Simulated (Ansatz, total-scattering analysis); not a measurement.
# Isotope substitution on H in aqueous CaCl2

Two samples of aqueous CaCl2 (30 H2O, 2 Ca2+ and 4 Cl-; O 31.2, H 62.5, Ca 2.1, Cl 4.2 atom %; 330 K, fixed volume (mean pressure 0.3 GPa); ρ₀ = 0.0955 Å⁻³) differ only in the isotope of H: D (b = 6.6681 fm) and H (b = -3.7395 fm). Other lengths: O 5.8037, Ca 4.7, Cl 9.5792 fm. The data are simulated by ab initio molecular dynamics with Ansatz (revPBE-D3(BJ), plane waves, PAW default files, Langevin thermostat, no spin, fixed volume, H with the mass of D). The average runs over 0.68 ps of 96 atoms, so shells between rare elements are rough. Mean temperature 333 K, largest m.s.d. 0.94 Å², energy drift +0 meV an atom (last third less first, no steady trend), Langevin friction 10 ps⁻¹; the first quarter of the run is discarded. Start: last frame of a classical run of this cell at the same density and temperature. So short a stretch relaxes bonds and nearest shells but still remembers its start. It is a liquid that moves slowly on the time of the run as far as so short a run tells. The partials come from the cell's reciprocal vectors below 4 Å⁻¹ and from g(r) above; absorption, incoherent and inelastic scattering are left out. F(Q) = Σ ci cj bi bj (Sij − 1), in barn per steradian and atom:

```csv
Q (Å⁻¹),2H,1H,difference
0.9,-0.356,-0.202,-0.155
1.2,-0.286,-0.178,-0.108
1.5,-0.184,-0.174,-0.010
1.8,0.247,-0.168,0.415
2.1,0.318,-0.145,0.463
2.4,0.208,-0.092,0.301
2.7,0.058,-0.025,0.084
3.0,-0.061,0.028,-0.088
3.3,-0.094,0.039,-0.133
3.6,-0.063,0.012,-0.075
3.9,-0.046,-0.005,-0.041
4.2,-0.045,0.013,-0.058
4.5,-0.065,0.053,-0.118
4.8,-0.086,0.073,-0.159
5.1,-0.092,0.073,-0.165
5.4,-0.081,0.064,-0.145
5.7,-0.052,0.047,-0.099
6.0,-0.015,0.021,-0.035
6.3,0.013,-0.004,0.017
6.6,0.020,-0.020,0.040
6.9,0.014,-0.028,0.042
7.2,0.012,-0.035,0.047
7.5,0.022,-0.039,0.061
7.8,0.043,-0.037,0.080
8.1,0.064,-0.032,0.096
8.4,0.073,-0.027,0.100
8.7,0.067,-0.020,0.087
9.0,0.048,-0.010,0.058
9.3,0.025,-0.001,0.025
9.6,0.001,0.006,-0.004
9.9,-0.017,0.011,-0.028
10.2,-0.032,0.017,-0.048
10.5,-0.044,0.019,-0.064
10.8,-0.053,0.019,-0.072
```

The first difference in real space, ΔG(r), in barn (from the pair functions, so without the broadening of a finite Q range):

| r (Å) | first difference G(r) |
| --- | --- |
| 0.50 | -0.418 |
| 0.58 | -0.418 |
| 0.66 | -0.418 |
| 0.74 | -0.418 |
| 0.82 | -0.418 |
| 0.90 | -0.149 |
| 0.98 | 7.095 |
| 1.06 | 0.360 |
| 1.14 | -0.407 |
| 1.22 | -0.418 |
| 1.30 | -0.418 |
| 1.38 | -0.407 |
| 1.46 | -0.275 |
| 1.54 | 0.005 |
| 1.62 | -0.054 |
| 1.70 | -0.190 |
| 1.78 | -0.175 |
| 1.86 | -0.188 |
| 1.94 | -0.210 |
| 2.02 | -0.174 |
| 2.10 | -0.116 |
| 2.18 | -0.100 |
| 2.26 | -0.082 |
| 2.34 | -0.098 |
| 2.42 | -0.147 |
| 2.50 | -0.183 |
| 2.58 | -0.211 |
| 2.66 | -0.196 |
| 2.74 | -0.178 |
| 2.82 | -0.124 |
| 2.90 | -0.066 |
| 2.98 | 0.021 |
| 3.06 | 0.078 |
| 3.14 | 0.112 |
| 3.22 | 0.140 |
| 3.30 | 0.151 |
| 3.38 | 0.137 |
| 3.46 | 0.106 |
| 3.54 | 0.086 |

**Question.** Which pairs survive in the difference, and what is the first shell of H?

Pairs without H cancel. ΔG(r) = Σ W [g(r) − 1] with W = 2 c(H) c(j) b(j) Δb, and c(H)² (b₁² − b₂²) for H–H: H–O 0.2359, H–H 0.1191, H–Ca 0.0127, H–Cl 0.0519 barn. At small r, ΔG → −ΣW = -0.420; in this finite cell the H–H term carries (N − 1)/N with N = 60 atoms of H, which gives -0.418.

The first feature, at 0.98 Å, is H–O. n = 4πρ₀ c(O)/W ∫ r² [ΔG − ΔG(0)] dr up to 1.26 Å gives 1.0 O around each H; the coordinates give 1.00 up to 1.26 Å.

Shells of H from the coordinates: O–H at 0.98 Å, 1.0 neighbours to 1.26 Å; H–H at 1.56 Å, 1.0 neighbours to 1.84 Å; H–Cl at 2.12 Å, 0.3 neighbours to 2.80 Å (first peaks with a usable minimum only). Counts average over all H, whatever molecule they sit on, and second peaks of a pair (H two bonds away, hydrogen bonds) add features between 1.5 and 2.5 Å that aren't listed. The structure is taken to be the same for both isotopes, which holds least well for H and D.

[Logs are printed without paths, hosts, clocks, repeated set-up lines and the standing remarks that a program may print on its own settings, such as how far it seeks lower states.]
